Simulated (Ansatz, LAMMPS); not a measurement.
## Localised basis functions on liquid mixture of acetone and H2O at 300 K (76 atoms)

Wanted: errors and times of a linear-scaling basis for liquid mixture of acetone and H2O at 300 K (76 atoms). A setting counts as converged where the r.m.s. difference of forces stays under 1 % of the r.m.s. force.

Method: Kohn-Sham DFT, PBE+D3(BJ), PAW (set soft_2), plane waves, in Ansatz 0.2.0.

## Step 1: Set-up

The cell holds 76 atoms: 21 C, 9 O and 46 H. Its edges and angles: a = 9.705 Å, b = 9.705 Å, c = 9.705 Å, α = 90.0°, β = 90.0°, γ = 90.0°. 7 acetone, 2 H2O placed at random, at 0.804 g/cm³; overlaps pushed apart, then 10 ps at 450 K with MMFF94 bonds, angles, torsions, charges and radii (Halgren, J. Comput. Chem. 17, 490 (1996)) in harmonic and 12-6 forms; SPC/E water (Berendsen, Grigera and Straatsma, J. Phys. Chem. 91, 6269 (1987)). Snapshot after 20 ps at 300 K and fixed volume.

Limits known from the start: The network of contacts between molecules at the start is that of the classical potential that made the cell, and needn't be the one that DFT or experiment would give. The density was typed from a rule of thumb and may lie off the real one at this temperature. The Brillouin zone is sampled at Γ only, in a cell whose shortest periodic width is 10 Å.

## Step 2: The classical run that made the cell

A classical potential makes the cell, at a small fraction of what the same run would cost in DFT.

This step: classical MD, MMFF94 bonds, angles, torsions, charges and radii (Halgren, J. Comput. Chem. 17, 490 (1996)) in harmonic and 12-6 forms; SPC/E water (Berendsen, Grigera and Straatsma, J. Phys. Chem. 91, 6269 (1987)) (LAMMPS 22 Jul 2025 - Update 4).

The input, in.lmp:

```
# liquid mixture of acetone and H2O
units real
atom_style full
boundary p p p
bond_style harmonic
angle_style harmonic
dihedral_style opls
improper_style harmonic
special_bonds lj 0 0 0.5 coul 0 0 0.75
read_data data.lmp
neigh_modify delay 0 every 1 check yes one 4000
comm_modify cutoff 12.0
timestep 0.5
thermo_style custom step time temp pe press density
thermo_modify norm yes
# push overlapping molecules apart
pair_style soft 2.6
pair_coeff * * 0.0
variable a equal ramp(1,60)
fix ad all adapt 1 pair soft a * * v_a
velocity all create 450 15478 mom yes dist gaussian
fix lim all nve/limit 0.03
fix lan all langevin 450 450 50 15479 zero yes
thermo 1000
run 3000 post no
unfix ad
pair_style lj/cut/coul/long 8.7
pair_modify mix arithmetic tail yes
pair_coeff 1 1 0.0678 3.3680   # C
pair_coeff 2 2 0.0678 3.4070   # C
pair_coeff 3 3 0.0763 2.9870   # O
pair_coeff 4 4 0.0216 2.5400   # H
pair_coeff 5 5 0.1553 3.1660   # O
pair_coeff 6 6 0.0000 1.0000   # H
# [... 19 lines left out ...]
compute msd all msd com yes
thermo 5000
fix md all nvt temp 300 300 100
run 20000 post no
print "== T300: mean square displacement over the hold $(c_msd[4]:%.2f) A^2"
unfix md
uncompute msd
write_dump all custom T300.dump id type xs ys zs modify sort id
```

Started as:

```sh
$ lmp -in in.lmp -log none -nocite
```

The program printed:

```text
LAMMPS (22 Jul 2025 - Update 4)
Reading data file ...
  orthogonal box = (0 0 0) to (9.70506 9.70506 9.70506)
  76 atoms
  orthogonal box = (0 0 0) to (9.70506 9.70506 9.70506)
  67 bonds
  107 angles
  84 dihedrals
  7 impropers
WARNING: Bond/angle/dihedral extent > half of periodic box length
   Step          Time           Temp          PotEng         Press         Density
         0   0              450            0.15841444    -564.57416      0.80399988
      1000   500            385.99344      1.2046144      16927.814      0.80399988
      2000   1000           385.85664      1.0056076     -1905.4698      0.80399988
      3000   1500           422.82451      1.1245612      21392.341      0.80399988
WARNING: Bond/angle/dihedral extent > half of periodic box length
Loop time of 0.145648 s on 1 MPI rank(s) for 3000 steps with 76 atoms
PPPM initialization ...
  G vector (1/distance) = 0.2889953
  grid = 5 5 5
  estimated relative force accuracy = 3.8476804e-05
WARNING: Bond/angle/dihedral extent > half of periodic box length
   Step          Time           Temp          PotEng         Press         Density
      3000   1500           422.82451      0.66576716     8610.9216      0.80399988
[... 17 lines left out ...]
Loop time of 0.400506 s on 1 MPI rank(s) for 2000 steps with 76 atoms
WARNING: Bond/angle/dihedral extent > half of periodic box length
   Step          Time           Temp          PotEng         Press         Density
      2000   1000           320.67857     -0.11108048     6480.8914      0.80399988
[... 5 lines left out ...]
WARNING: Bond/angle/dihedral extent > half of periodic box length
Loop time of 2.2654 s on 1 MPI rank(s) for 10000 steps with 76 atoms
WARNING: Bond/angle/dihedral extent > half of periodic box length
   Step          Time           Temp          PotEng         Press         Density
[... 4 lines left out ...]
WARNING: Bond/angle/dihedral extent > half of periodic box length
Loop time of 1.11193 s on 1 MPI rank(s) for 5000 steps with 76 atoms
WARNING: Bond/angle/dihedral extent > half of periodic box length
   Step          Time           Temp          PotEng         Press         Density
[... 2 lines left out ...]
     25000   24000          311.23762     -0.40200976     3141.0709      0.80399988
     30000   29000          330.49154     -0.26462178    -4600.4406      0.80399988
     35000   34000          342.99651     -0.22989016     4630.7452      0.80399988
     37000   36000          301.41778     -0.28218909    -408.62516      0.80399988
WARNING: Bond/angle/dihedral extent > half of periodic box length
Loop time of 4.41377 s on 1 MPI rank(s) for 20000 steps with 76 atoms
== T300: mean square displacement over the hold 29.24 A^2
```

It took 8.6 s on 1 thread of Arm Neoverse V2, shared host; peak memory 0.12 GiB.

The input also reads data.lmp (atoms, bonds and types; not printed here).

## Step 3: Plane-wave single point

This run is the reference for what follows, at a cutoff of 420 eV.

The input, input.yaml:

```yaml
crystal:
  lattice:
    - [9.70506, 0.0, 0.0]
    - [0.0, 9.70506, 0.0]
    - [0.0, 0.0, 9.70506]
  atoms:
    - { symbol: C, position: [0.38406, 0.90044, 0.55035] }
    - { symbol: C, position: [0.41285, 0.03296, 0.4694] }
    - { symbol: C, position: [0.29567, 0.13158, 0.46542] }
    - { symbol: O, position: [0.51774, 0.04564, 0.40381] }
    - { symbol: H, position: [0.31985, 0.83744, 0.48543] }
    - { symbol: H, position: [0.32565, 0.92392, 0.6444] }
    - { symbol: H, position: [0.48251, 0.84979, 0.58804] }
    - { symbol: H, position: [0.20464, 0.07615, 0.41911] }
    - { symbol: H, position: [0.32428, 0.22406, 0.397] }
    - { symbol: H, position: [0.28295, 0.16319, 0.57286] }
    - { symbol: C, position: [0.07249, 0.69023, 0.09172] }
    - { symbol: C, position: [0.02128, 0.82752, 0.04648] }
    - { symbol: C, position: [0.88113, 0.86656, 0.10392] }
    - { symbol: O, position: [0.08545, 0.91408, 0.98368] }
    - { symbol: H, position: [0.1137, 0.63174, 0.01192] }
    - { symbol: H, position: [0.99559, 0.63722, 0.15474] }
    - { symbol: H, position: [0.15314, 0.70592, 0.17236] }
    - { symbol: H, position: [0.86524, 0.96691, 0.06196] }
    - { symbol: H, position: [0.87712, 0.88081, 0.21309] }
    - { symbol: H, position: [0.79919, 0.79799, 0.06343] }
    - { symbol: C, position: [0.00696, 0.8107, 0.70018] }
    - { symbol: C, position: [0.94554, 0.84928, 0.56004] }
    - { symbol: C, position: [0.79411, 0.86898, 0.54483] }
    - { symbol: O, position: [0.0226, 0.8806, 0.46694] }
    - { symbol: H, position: [0.12017, 0.80879, 0.70016] }
    - { symbol: H, position: [0.98098, 0.70114, 0.72032] }
    - { symbol: H, position: [0.96666, 0.87494, 0.77571] }
    - { symbol: H, position: [0.75842, 0.96384, 0.60085] }
    - { symbol: H, position: [0.73993, 0.77383, 0.5785] }
    - { symbol: H, position: [0.7553, 0.87798, 0.44316] }
    - { symbol: C, position: [0.34149, 0.58512, 0.82425] }
    - { symbol: C, position: [0.45876, 0.52378, 0.73881] }
    - { symbol: C, position: [0.60147, 0.55422, 0.78982] }
    - { symbol: O, position: [0.43215, 0.45488, 0.63629] }
    - { symbol: H, position: [0.24515, 0.58514, 0.77337] }
    - { symbol: H, position: [0.37528, 0.68407, 0.86187] }
    - { symbol: H, position: [0.34524, 0.52015, 0.91754] }
    - { symbol: H, position: [0.66508, 0.57105, 0.70312] }
    - { symbol: H, position: [0.634, 0.47768, 0.86433] }
    - { symbol: H, position: [0.60033, 0.65661, 0.84783] }
    - { symbol: C, position: [0.48811, 0.14868, 0.83114] }
    - { symbol: C, position: [0.57193, 0.03082, 0.89795] }
    - { symbol: C, position: [0.5025, 0.9897, 0.03149] }
    - { symbol: O, position: [0.67938, 0.98453, 0.85828] }
    - { symbol: H, position: [0.52508, 0.15562, 0.72497] }
    - { symbol: H, position: [0.5194, 0.24196, 0.88408] }
    - { symbol: H, position: [0.37417, 0.13056, 0.83136] }
    - { symbol: H, position: [0.42178, 0.91625, 0.0124] }
    - { symbol: H, position: [0.4583, 0.08355, 0.08733] }
    - { symbol: H, position: [0.57074, 0.93553, 0.10231] }
    - { symbol: C, position: [0.62603, 0.45609, 0.31705] }
    - { symbol: C, position: [0.50526, 0.43746, 0.22076] }
    - { symbol: C, position: [0.36082, 0.46758, 0.276] }
    - { symbol: O, position: [0.51392, 0.4116, 0.09716] }
    - { symbol: H, position: [0.70946, 0.40278, 0.26273] }
    - { symbol: H, position: [0.60774, 0.40733, 0.41123] }
    - { symbol: H, position: [0.63838, 0.55892, 0.33034] }
    - { symbol: H, position: [0.27889, 0.39776, 0.2253] }
    - { symbol: H, position: [0.35001, 0.57775, 0.26101] }
    - { symbol: H, position: [0.36231, 0.4492, 0.38488] }
    - { symbol: C, position: [0.85407, 0.25217, 0.93814] }
    - { symbol: C, position: [0.99186, 0.29207, 0.98062] }
    - { symbol: C, position: [0.10719, 0.27627, 0.88144] }
    - { symbol: O, position: [0.00896, 0.34122, 0.09547] }
    - { symbol: H, position: [0.77609, 0.26855, 0.0283] }
    - { symbol: H, position: [0.86222, 0.14625, 0.89595] }
    - { symbol: H, position: [0.81131, 0.32236, 0.85929] }
    - { symbol: H, position: [0.20608, 0.28351, 0.93042] }
    - { symbol: H, position: [0.09934, 0.35447, 0.8035] }
    - { symbol: H, position: [0.09135, 0.18066, 0.83552] }
    - { symbol: O, position: [0.05011, 0.48402, 0.54146] }
    - { symbol: H, position: [0.00105, 0.42245, 0.47498] }
    - { symbol: H, position: [0.15168, 0.47819, 0.52513] }
    - { symbol: O, position: [0.96987, 0.26923, 0.3584] }
    - { symbol: H, position: [0.97957, 0.30748, 0.26322] }
    - { symbol: H, position: [0.9485, 0.16858, 0.35295] }
kpoints:
  mp_grid: { grid: [1, 1, 1] }
hamiltonian:
  xc: pbe
  dispersion: d3bj
scf:
  occupations: { method: fixed }
output:
  forces: true
  stress: true
  populations: intrinsic
  dos:
    method: { smearing: { sigma: 0.15 } }
    de: 0.1
    projected: { site_lists: { C: [C], H: [H], O: [O] } }
  eigenvalues: true
  write_density: true
  write_potential: true
  volumetric_format: npy
```

Started as:

```sh
$ ansatz run input.yaml --threads 4 --pin off --max-ram 8192MiB --backend cpu --events-out ev --progress --plain --runs-dir out
```

The program printed:

```text
Engine: ansatz 0.2.0, aarch64-unknown-linux-gnu
Pseudopotentials: kind: paw
Pseudopotential: C, paw, valence charge 4, recommended cutoff 420 eV (normal), C.paw.azcp
Pseudopotential: O, paw, valence charge 6, recommended cutoff 420 eV (normal), O.paw.azcp
Pseudopotential: H, paw, valence charge 1, recommended cutoff 420 eV (normal), H.paw.azcp
Functional definition: PBE
  parameter kappa = 0.804
  parameter beta = 0.066725
  exchange = pbe_x(kappa = kappa, mu = beta*pi^2/3)
  correlation = pbe_c(beta = beta)
Crystal: 76 atoms, lattice volume = 914.102 Å³
Basis set: ecut = 420 eV, 17845 PW (Γ), exchange–correlation on 144×144×144 points (8 copies of the dense FFT grid, shifted against one another)
Bands: 168, of which v1, the nominal top of the filled ones, is band 92 counted from 1 (91 counted from 0)
Symmetry: 1 space group operations
Space group: P1 (ITA 1), of the structure as read, at distance tolerance 9.7e-5 Å
k-points: 1
Non-local potential: C, projectors of the file, l = 0: 2, l = 1: 2, l = 2: 1
Non-local potential: O, projectors of the file, l = 0: 2, l = 1: 2, l = 2: 1
Non-local potential: H, projectors of the file, l = 0: 2, l = 1: 1
PAW form: soft (Blöchl's): semilocal exchange-correlation on the pseudo side does not see the compensation charge
PAW one-centre angular grid: C, 110 points (default); XC on 64 Gauss nodes
PAW one-centre angular grid: O, 110 points (default); XC on 64 Gauss nodes
PAW one-centre angular grid: H, 110 points (default); XC on 64 Gauss nodes
Initial density: superposition of atomic densities (neutral atoms: chi_scale 0, normalization atom), corrected by the library's trained network
Initial wavefunctions: pseudopotential atomic-orbital guess
Functional: x = pbe(κ = 0.804, μ = 0.219515), c = pbe(β = 0.066725)
SCF iter   1: F=—  HF=-11113.018317 eV  |F-HF|=—  |Δ(HF+E_count)|=         —  Δρ=4.40e-3  dr2=1.69e-1  ethr=1.77e-3  ⟨swp⟩=5.0  Hψ=600  notcnv=0  defer=73
preconditioner: auto → Resta (q_TF=auto, 2.089 Å⁻¹)  ε∞=2.2  [insulator: Δε(μ)=3.752 eV  Ē_g=14.423 eV  n_scr=146 (ndim 8)  ℏωp=16.0 eV  f_vac=0.288  ε∞_Penn≈2.2]
SCF iter   2: F=—  HF=-11112.997891 eV  |F-HF|=—  |Δ(HF+E_count)|=   2.04e-2  Δρ=2.22e-3  dr2=3.64e-2  ethr=9.18e-5  ⟨swp⟩=3.0  Hψ=288  notcnv=0  defer=74
SCF iter   3: F=—  HF=-11113.001542 eV  |F-HF|=—  |Δ(HF+E_count)|=   3.65e-3  Δρ=1.14e-3  dr2=1.29e-2  ethr=1.98e-5  ⟨swp⟩=2.0  Hψ=194  notcnv=0  defer=74
SCF iter   4: F=—  HF=-11113.000139 eV  |F-HF|=—  |Δ(HF+E_count)|=   1.40e-3  Δρ=4.85e-4  dr2=2.36e-3  ethr=6.99e-6  ⟨swp⟩=2.0  Hψ=194  notcnv=0  defer=74
SCF iter   5: F=—  HF=-11112.999699 eV  |F-HF|=—  |Δ(HF+E_count)|=   4.39e-4  Δρ=1.29e-4  dr2=2.31e-4  ethr=1.28e-6  ⟨swp⟩=2.0  Hψ=194  notcnv=0  defer=74
SCF iter   6: F=—  HF=-11112.999652 eV  |F-HF|=—  |Δ(HF+E_count)|=   4.68e-5  Δρ=8.28e-5  dr2=5.92e-5  ethr=1.25e-7  ⟨swp⟩=2.0  Hψ=189  notcnv=0  defer=69
SCF iter   7: F=—  HF=-11113.000319 eV  |F-HF|=—  |Δ(HF+E_count)|=   6.67e-4  Δρ=2.57e-5  dr2=5.79e-6  ethr=3.22e-8  ⟨swp⟩=2.0  Hψ=259  notcnv=0  defer=68
SCF iter   8: F=—  HF=-11113.000319 eV  |F-HF|=—  |Δ(HF+E_count)|=   2.16e-7  Δρ=1.14e-5  dr2=1.06e-6  ethr=3.14e-9  ⟨swp⟩=2.0  Hψ=191  notcnv=0  defer=68
SCF iter   9: F=—  HF=-11113.000319 eV  |F-HF|=—  |Δ(HF+E_count)|=   4.39e-9  Δρ=3.43e-6  dr2=1.10e-7  ethr=5.77e-10  ⟨swp⟩=2.0  Hψ=190  notcnv=0  defer=68
SCF iter  10: F=-11113.000319 eV  HF=-11113.000319 eV  |F-HF|=9.28e-10  |Δ(HF+E_count)|=   1.67e-8  Δρ=9.83e-7  dr2=1.17e-8  ethr=5.43e-11  ⟨swp⟩=21.0  Hψ=1607  notcnv=0
SCF 1 converged in 10 iterations: F = -11113.000319 eV  dr2 = 1.17e-8
  greatest PAW one-centre occupation: 0.880 electrons in one spin orbital (limit 2), on the O atom at site 43 (counted from 0), in its partial waves of l = 0
WARN: The input density's exchange-correlation potential varies sharply where the density is thin. Do not read a vacuum level from v_tot or v_xc, or from such a field of the output density. On a cell that repeats whose density bears no net charge and no dipole along the vacuum's axis use v_es (v_loc + v_h of the components); [...]
SCF converged after 10 iterations
Free energy (F): -11113.000319 eV
Harris-Foulkes:  -11113.000319 eV  (|F-HF|=9.28e-10)
Internal energy: -11113.000319 eV  (E = F + TS)
E sigma→0 (E₀):  -11113.000319 eV
Fermi energy:    -1.561414 eV
--- Per-component energies (eV) ---
  E_band       = -1622.370279
  E_kinetic    = 4115.068072
  E_local      = -13429.660981  (includes V_loc(G=0)·N_el)
  E_nonlocal   = 1088.434130
  E_hartree    = 4859.837612
  E_xc         = -2077.242636
  E_vxc        = -2615.251798  (∫ρ·V_xc dr)
  E_paw        = -3538.228155  (= ΣΔE_a)
  E_vpaw       = -500.594757  (= ΣTr[D̂ρ^β])
  E_aug_tail   = -0.039814  (compensation charges beyond the density's cutoff)
  E_ewald      = -2128.236558
  E_disp       = -2.931989  (pairwise vdW)
  E_smearing   = -0.000000  (= −TS)
  E_closure    = 0.000000  (closes the sum)
  Σ components = -11113.000319   (vs F -11113.000319, Δ=0.00e0)
--- Forces (eV/Å), atoms counted from 1 ---
  atom   1  C      1.37373022     0.59663110     1.32631254
  atom   2  C     -0.65057708    -1.28779580     0.12896254
  atom   3  C      0.27940953     0.99040009    -1.41096522
  atom   4  O      1.18328638     0.38201974    -0.55707464
  atom   5  H     -0.27694760    -0.67458482    -0.27670302
  atom   6  H     -0.24009185    -0.02247661    -0.09920153
  atom   7  H     -0.91072933     0.30574719    -0.82688675
  atom   8  H      0.42289049     0.56279275     0.77022106
  atom   9  H     -0.48549509    -1.19890503     1.01522693
  atom  10  H     -0.71784059     0.25465836    -0.02923671
  atom  11  C     -0.00312796     0.80396963     2.27883612
  atom  12  C     -1.04086698     0.19233966     1.92226752
  atom  13  C     -0.11693750    -0.15759217    -1.52205438
  atom  14  O      1.02368123     0.19707761    -0.84723362
[...]
atom  75  H     -0.21440099    -0.78780748     0.41390314
  atom  76  H      0.30129773     1.44661823    -0.14208799
  max |Σ_I F_I| component: 9.04e-5 eV/Å
--- Stress (GPa, compression-positive) ---
        0.706483       0.080269      -0.989265
        0.080269       0.429140      -0.118253
       -0.989264      -0.118253       1.760954
  P = ⅓ Tr σ = 0.9655 GPa (9.655 kbar)
--- Band table (eV) ---
  k-point 0: bands = ["-22.6452", "-22.5015", "-22.3227", "-22.2316", [... 152 levels ...], "9.1095", "9.1432", "9.2530", "9.3793", "9.3872", "9.4542", "9.6087", "9.7638", "9.7945", "9.8555", "9.8994", "9.9336"]
--- intrinsic populations: 76 sites ---
  site symbol       q [e]
     0      C      4.5823
     1      C      3.5865
     2      C      4.5468
[...]
75      H      0.6035
  spilling = 0.000000 (of n_electrons = 184.000000)
```

The job ended after 4.8 s (4 threads of Arm Neoverse V2, shared host; peak memory 0.86 GiB; 18 s of CPU time).

The program notes that the exchange-correlation potential is rough where the density is thin.

Numbers from this run:

```
free energy                                      : -11113.0003 eV
free energy per atom                             : -146.2237 eV/atom
SCF cycles                                       : 10
pressure                                         : 0.9655 GPa
r.m.s. force component                           : 0.8918 eV/Å
longest force                                    : 4.366 eV/Å
Fermi energy                                     : -1.561 eV
gap (highest filled to lowest empty level) : 3.448 eV
```

The r.m.s. force component of 0.89 eV/Å and the pressure of 0.97 GPa set the scale for the differences below.

[end of part 1 of 4]

[Long decimals in the printed logs are rounded to 6 places.]

[Logs are printed without paths, hosts, clocks, repeated set-up lines and the standing remarks that a program may print on its own settings, such as how far it seeks lower states.]

[Hosts, paths, dates, database ids (printed as entryN), source tags and the programs' standing remarks are cut or masked in the printed files.]

[The MMFF94 radii named for the starting cell were scaled by 0.96; in molecules described by MMFF94, hydrogen bound to N, O or S took a small fixed 12-6 site in their place.]
